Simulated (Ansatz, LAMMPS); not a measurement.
# Amorphous Si (60 atoms): a short ab initio trajectory

Wanted: a short trajectory of amorphous Si (60 atoms) with its pair distributions.

Method: Kohn-Sham DFT, PBE, PAW (set soft_2), plane waves, in Ansatz 0.2.0.

**What experiment says.** Si-Si coordination number quoted from the high-resolution X-ray diffraction study of Laaziri et al (as quoted in “Relationship between diffraction peak, network topology, and amorphous-forming ability in silicon and silica”, 2021, PMC8590056): number of Si about Si 3.9.

## (1) The starting structure

The cell holds 60 atoms: 60 Si. Cell: a = 10.763 Å, b = 10.763 Å, c = 10.763 Å, α = 90.0°, β = 90.0°, γ = 90.0°. 60 atoms (60 Si) placed at random at 2.24 g/cm³, melted at 2500 K for 10 ps at fixed volume with the EDIP (Justo, Bazant, Kaxiras, Bulatov and Yip, Phys. Rev. B 58, 2539 (1998)). Quenched from 2500 K to 300 K at 5 K/ps and fixed volume, held 5 ps.

What the set-up can't give: The quench rate of 5 K/ps is orders of magnitude faster than experiment, which tends to freeze in extra defects. The starting topology of bonds comes from the classical model. Sampling is at Γ alone, for a cell whose shortest periodic width is 11 Å.

## (2) Single point at the start

A single point comes first, to see the forces before anything moves.

Contents of input.yaml:

```yaml
crystal:
  lattice:
    - [10.7634, 0.0, 0.0]
    - [0.0, 10.7634, 0.0]
    - [0.0, 0.0, 10.7634]
  atoms:
    - { symbol: Si, position: [0.6728, 0.73131, 0.4462] }
    - { symbol: Si, position: [0.51624, 0.85262, 0.58006] }
    - { symbol: Si, position: [0.21178, 0.7226, 0.76058] }
    - { symbol: Si, position: [0.89777, 0.45429, 0.65401] }
    [... 50 atom lines left out ...]
    - { symbol: Si, position: [0.11152, 0.78714, 0.06393] }
    - { symbol: Si, position: [0.82423, 0.94203, 0.18954] }
    - { symbol: Si, position: [0.58093, 0.10656, 0.07142] }
    - { symbol: Si, position: [0.87542, 0.06768, 0.36109] }
    - { symbol: Si, position: [0.97728, 0.97669, 0.90199] }
    - { symbol: Si, position: [0.7424, 0.37996, 0.50348] }
kpoints:
  mp_grid: { grid: [1, 1, 1] }
hamiltonian:
  xc: pbe
scf:
  occupations: { method: gaussian, width: 0.05 }
output:
  forces: true
```

Launch:

```
> ansatz run input.yaml --threads 4 --pin off --max-ram 8192MiB --backend cpu --events-out ev --progress --plain --runs-dir out
```

It took 4 s on 4 threads of Arm Neoverse V2, shared host; peak memory 0.97 GiB.

Numbers from this run:

- free energy: -38127.7062 eV
- free energy per atom: -635.4618 eV/atom
- SCF cycles: 11
- r.m.s. force component: 0.5671 eV/Å
- longest force: 1.827 eV/Å
- Fermi energy: 6.153 eV

The r.m.s. force component of 0.57 eV/Å sets the starting point.

Neighbours are counted within 2.77 Å (Si-Si).

Length of the force by element and coordination:

```
element  coordination  atoms  mean length of the force (eV/Å)  spread  least   most
     Si           all     60                            0.906   0.380  0.143   1.83
     Si             4     56                            0.924   0.383  0.143   1.83
     Si             5      4                            0.655   0.213  0.342  0.934
```

## (3) Dynamics at 600 K

A Langevin thermostat couples each atom to a heat bath, at the price of damped dynamics. The time step is 2.0 fs.

input.yaml: that of step 2 with these lines changed.

```diff
@@ -15 +15,8 @@
   forces: true
+md:
+  timestep: 2.0
+  n_steps: 438
+  ensemble: nvt_langevin
+  temperature: 600
+  initial_velocities: maxwell_boltzmann
+  seed: 824
```

Wall time 18 min (4 threads); peak memory 1.1 GiB.

The program notes that it switched symmetry off.

Rows from the run:

```
time (fs)  T (K)  potential (meV/atom)
      0.0    590                   0.0
     58.0    575                   6.0
    116.0    584                  24.0
    176.0    587                  22.3
    234.0    573                  15.4
    292.0    520                  15.0
    350.0    595                  11.9
    408.0    597                  26.8
    468.0    557                  25.0
    526.0    731                   2.3
    584.0    592                  27.9
    642.0    667                  15.9
    700.0    616                  30.0
    760.0    550                   7.3
    818.0    580                   9.2
    876.0    483                   7.0
```

Mean square displacement from the first frame to the last: Si 0.20 Å².

The mean square displacement, Si by time lag:

```
time lag (fs)  mean square displacement, Si (Å²)
            2                             2.0e-4
           20                             0.0171
           38                             0.0440
           56                             0.0628
           74                             0.0747
           92                             0.0875
          110                             0.0997
          128                              0.105
          146                              0.105
          164                              0.103
          182                              0.101
          200                             0.0978
          220                             0.0944
          238                             0.0928
          256                             0.0929
          274                             0.0938
          292                             0.0952
          310                             0.0977
          328                              0.101
          346                              0.103
          364                              0.104
          382                              0.104
          400                              0.106
          418                              0.108
          438                              0.110
```

Over the second half of 876 fs the temperature averages 611 K with swings of 55 K r.m.s. The atoms reach a mean square displacement of 0.20 Å² at the end; the farthest move is 1.59 Å. The count of bonds goes from 122 in the first frame to 119 in the last, by one set of cutoffs: 5 pairs passed out of them and 2 came within. The run spans 0.88 ps, too short for its means to be equilibrium values.

## (4) Structure statistics late in the run

The g(r) is a mean over the second half; what follows it is taken at the last frame.

Bonds before and after, by the cutoffs listed below:

```
 pair  bonds before  bonds after  mean before (Å)  mean after (Å)  spread before (Å)  spread after (Å)
Si-Si           122          119            2.400           2.380              0.067             0.091
```

Density 2.24 g/cm³, 20.78 Å³ an atom.

Mean of 14 frames. Pair distribution function in bins of 0.1 Å:

```
r (Å)  total
 2.05   0.00
 2.15   0.21
 2.25   2.17
 2.35   4.72
 2.45   3.22
 2.55   0.97
 2.65   0.28
 2.75   0.08
 2.85   0.04
 2.95   0.10
 3.05   0.17
 3.15   0.28
 3.25   0.48
 3.35   0.60
 3.45   0.77
 3.55   1.21
 3.65   1.53
 3.75   1.83
 3.85   1.85
 3.95   1.74
 4.05   1.52
 4.15   1.29
 4.25   1.27
 4.35   1.09
 4.45   0.98
 4.55   0.79
 4.65   0.79
 4.75   0.67
 4.85   0.55
 4.95   0.68
 5.05   0.78
 5.15   0.71
 5.25   0.91
 5.35   0.97
```

Bonds by pair of elements; cutoffs follow the first minimum of g(r), held within bounds set by covalent radii, and pairs that aren't listed don't count as bonded:

```
pair A-B  cutoff (Å)  bonds  mean length (Å)  spread (Å)  shortest (Å)  B about A  A about B
   Si-Si        2.83    119             2.38       0.091          2.19       3.97       3.97
```

How many atoms have how many bonded neighbours:

```
element  mean  3   4
     Si  3.97  2  58
```

Bond angles, per cent of each kind in bins of 5°:

```
angle (°)  Si-Si-Si
    55–60       0.6
    60–65       0.3
    65–70       0.0
    70–75       0.3
    75–80       1.1
    80–85       2.5
    85–90       5.1
    90–95       6.8
   95–100       9.9
  100–105      15.3
  105–110      11.9
  110–115      16.4
  115–120       9.3
  120–125       7.6
  125–130       4.5
  130–135       3.1
  135–140       2.8
  140–145       1.4
  145–150       0.8
  150–155       0.3
```

Bond angles (no mean is given where the spread exceeds 20°):

```
   angle  count  mean (°)  spread (°)
Si-Si-Si    354       108          15
```

Bond length by coordination (bonds to H left out):

```
element  coordination  atoms  mean bond length (Å)
     Si             3      2                  2.38
     Si             4     58                  2.38
```

Rings of the network by King's shortest-path rule, up to 12 atoms, one path for each pair of neighbours; H, halogens, alkali and alkaline-earth atoms are left out, and the last column divides by all other atoms, bonded or not:

```
ring size (atoms)  rings  per network atom
                3      1             0.017
                4      7             0.117
                5     18               0.3
                6     47             0.783
                7     27              0.45
                8      8             0.133
                9      1             0.017
```

The first peak of g(r) lies near 2.4 Å. By these cutoffs 97 % of Si atoms have 4 bonded neighbours. The Si-Si-Si angle averages 108° with a spread of 15°. Rings of 6 atoms are the most common (43 % of those counted); sizes run from 3 to 9.

## (5) Single point at the last frame

The last frame is solved again with fuller output, to read the electronic structure of a thermally displaced geometry.

Contents of input.yaml:

```yaml
crystal:
  lattice:
    - [10.7634, 0.0, 0.0]
    - [0.0, 10.7634, 0.0]
    - [0.0, 0.0, 10.7634]
  atoms:
    - { symbol: Si, position: [0.7321, 0.73658, 0.43657] }
    - { symbol: Si, position: [0.54177, 0.81033, 0.55724] }
    - { symbol: Si, position: [0.20717, 0.75245, 0.75298] }
    - { symbol: Si, position: [0.92785, 0.4224, 0.64109] }
    [... 50 atom lines left out ...]
    - { symbol: Si, position: [0.14988, 0.77021, 0.07595] }
    - { symbol: Si, position: [0.87518, 0.94274, 0.19224] }
    - { symbol: Si, position: [0.62232, 0.13422, 0.0723] }
    - { symbol: Si, position: [0.95209, 0.06426, 0.36592] }
    - { symbol: Si, position: [0.97457, 0.96048, 0.91235] }
    - { symbol: Si, position: [0.77237, 0.3703, 0.49744] }
kpoints:
  mp_grid: { grid: [1, 1, 1] }
hamiltonian:
  xc: pbe
scf:
  occupations: { method: gaussian, width: 0.05 }
output:
  forces: true
  stress: true
  populations: true
  dos:
    method: { smearing: { sigma: 0.08 } }
    de: 0.1
    projected: { site_lists: { Si: [Si] } }
  eigenvalues: true
  write_density: true
  write_potential: true
  volumetric_format: npy
```

Run time: 6.8 s. Hardware: 4 threads; peak memory 0.99 GiB.

The run gave:

* free energy: -38127.2839 eV
* free energy per atom: -635.4547 eV/atom
* SCF cycles: 10
* pressure: 1.407 GPa
* r.m.s. force component: 0.7279 eV/Å
* longest force: 2.827 eV/Å
* Fermi energy: 6.039 eV
* gap (highest filled to lowest empty level): 0.4915 eV
* spilling of the projection: 0.01161

Neighbours are counted within 2.83 Å (Si-Si), the cutoffs taken from the dynamics.

Length of the force by element and coordination:

```
element  coordination  atoms  mean length of the force (eV/Å)  spread  least  most
     Si           all     60                             1.13   0.562  0.267  2.83
     Si             3      2                             1.32   0.726  0.592  2.04
     Si             4     58                             1.12   0.555  0.267  2.83
```

The mean of these charges, 0.046 e, is only the charge that the projection spills.

Löwdin charges by element and coordination (they lack the spilled electrons, 0.046 e an atom on average):

```
element  coordination  atoms  mean charge (e)  spread    least    most
     Si           all     60           0.0464  0.0277  -0.0783  0.0998
     Si             3      2           0.0036  0.0819  -0.0783  0.0855
     Si             4     58           0.0479  0.0222  -0.0067  0.0998
```

Density of states as counts of states in windows of 0.5 eV (from the Fermi level), total and the larger projections:

```
from (eV)  to (eV)  total  Si p  Si s
      -10     -9.5    9.2   3.1   6.0
     -9.5       -9    7.3   2.6   4.7
       -9     -8.5    5.6   2.0   3.5
     -8.5       -8    7.3   2.8   4.5
       -8     -7.5    5.9   2.5   3.3
     -7.5       -7   10.6   4.7   5.8
       -7     -6.5   10.1   4.9   5.1
     -6.5       -6    9.4   5.1   4.2
       -6     -5.5    6.3   3.8   2.4
     -5.5       -5    9.9   6.9   2.9
       -5     -4.5   10.9   8.9   1.9
     -4.5       -4    9.3   8.1   1.1
       -4     -3.5   17.0  15.5   1.3
     -3.5       -3   13.1  11.9   1.1
       -3     -2.5   11.1   9.9   1.1
     -2.5       -2   16.8  15.2   1.4
       -2     -1.5   20.7  19.0   1.4
     -1.5       -1   16.3  15.0   1.0
       -1     -0.5   10.7   9.7   0.7
     -0.5        0    3.7   3.2   0.3
        0      0.5    3.5   2.2   1.1
      0.5        1   12.1   7.9   3.1
        1      1.5   15.2   9.8   3.7
      1.5        2   19.4  12.5   4.1
        2      2.5   19.3  12.6   3.4
      2.5        3   16.3  10.3   2.6
```

The curve was stored every 0.100 eV, coarse against its broadening of 0.08 eV, so these counts are rough.

Between -13 and -10 eV lie 29 more states.

The levels nearest the highest filled one (over half full), pooled over k-points and spins:

```
level less the highest filled one (eV)  occupation
                                -0.590           2
                                -0.454           2
                                -0.388           2
                                -0.321           2
                                -0.157           2
                                     0           2
                                 0.491           0
                                 0.764           0
                                 0.875           0
                                 0.897           0
                                  1.01           0
                                  1.12           0
```

Löwdin charges run from -0.08 to +0.10 e, about a mean that is the spilled charge alone. The largest share in the top eV of filled states is Si p (93 % of the projected weight), and in the lowest eV of empty states Si p (71 % of the projected weight).

## (6) Results

| Item | Value |
| --- | --- |
| mean temperature, second half | 610.6 K |
| temperature swing, second half | 55.24 K |
| free energy per atom | -635.4547 eV/atom |
| pressure | 1.407 GPa |
| r.m.s. force component | 0.7279 eV/Å |
| gap (highest filled to lowest empty level) | 0.4915 eV |
| wall time of the 3 DFT runs | 18 min |

Over the second half of 876 fs the temperature averages 611 K with swings of 55 K r.m.s. The count of bonds goes from 122 in the first frame to 119 in the last, by one set of cutoffs: 5 pairs passed out of them and 2 came within. The run spans 0.88 ps, too short for its means to be equilibrium values. By these cutoffs 97 % of Si atoms have 4 bonded neighbours. Between filled and empty levels lie 0.491 eV (at Γ alone); a semilocal functional tends to put such gaps too low. In a disordered cell it changes from sample to sample, and tail or defect levels can set it.

**Limits.** The network of bonds at the start is that of the classical potential that made the cell; in DFT 5 of its 122 bonded pairs passed out of the cutoffs and 2 came within them. The pressure of a single frame lacks the kinetic term, about 0.41 GPa here.

Calculation beside experiment:

```
             quantity  measured  this cell  difference  method of the measurement
number of Si about Si       3.9       3.97      +1.7 %          X-ray diffraction
```

The cell differs from the measured neighbour counts by up to 1.7 %. The network comes from the model that made the cell; in DFT 5 of its 122 bonded pairs passed out of the cutoffs and 2 came within them. Our coordination numbers hang on a cutoff, and experiments count neighbours in their own ways.

[Logs are printed without paths, hosts, clocks, repeated set-up lines and the standing remarks that a program may print on its own settings, such as how far it seeks lower states.]

[Hosts, paths, dates, database ids (printed as entryN), source tags and the programs' standing remarks are cut or masked in the printed files.]
